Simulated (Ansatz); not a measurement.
Sr2TiSnO6 (Fm-3m), computed twice by G0W0.

```xyz
10
Lattice="0.0000 4.0293 4.0293 4.0293 0.0000 4.0293 4.0293 4.0293 0.0000" Properties=species:S:1:pos:R:3 pbc="T T T"
Sr    2.0146    2.0146    2.0146
Sr    6.0439    6.0439    6.0439
Ti    4.0293    4.0293    4.0293
Sn    0.0000    0.0000    0.0000
O     2.0621    4.0293    4.0293
O     5.9964    4.0293    4.0293
O     4.0293    2.0621    4.0293
O     4.0293    5.9964    4.0293
O     4.0293    4.0293    2.0621
O     4.0293    4.0293    5.9964
```

The cell and positions are those that the Materials Project relaxed with its own functionals (PBE, PBE+U or r2SCAN), kept fixed.

The first (Ansatz 0.2.0; start PBE with 10 % exact exchange, 4×4×4 mesh, 545 empty bands, screening to 150 eV, PAW set soft_1 files; 1 × NVIDIA H100 80GB HBM3 (shared by 6 runs) with 2 threads of AMD EPYC 7R13 (Zen 3), shared host) gave, on its mesh: starting gap 3.97 eV, G0W0 gap 5.25 eV, RPA ε∞ (mean) 4.17, 64 s.

The second changes start from PBE with 10 % exact exchange to PBE+U(Ti-d,8). What does it give?

It gave: starting gap 2.89 eV, G0W0 gap 4.30 eV, RPA ε∞ (mean) 4.44, 26 s. The G0W0 gap moves by −0.95 eV, −1.08 eV from the start and +0.13 eV from the correction.

Limits: not at the basis limit; no spin-orbit coupling.

[Paths, hosts, dates, memory and timing lines, banners, echoed tables and standing remarks are left out of the program output.]

[Logs are printed without paths, hosts, clocks, repeated set-up lines and the standing remarks that a program may print on its own settings, such as how far it seeks lower states.]

[Runs of the session that timed out or met a known fault of the program may be left out.]

[Cells called generated may have been cut or substituted from an entry of the Crystallography Open Database or the Materials Project.]

[Hosts, paths, dates, database ids (printed as entryN), source tags and the programs' standing remarks are cut or masked in the printed files.]
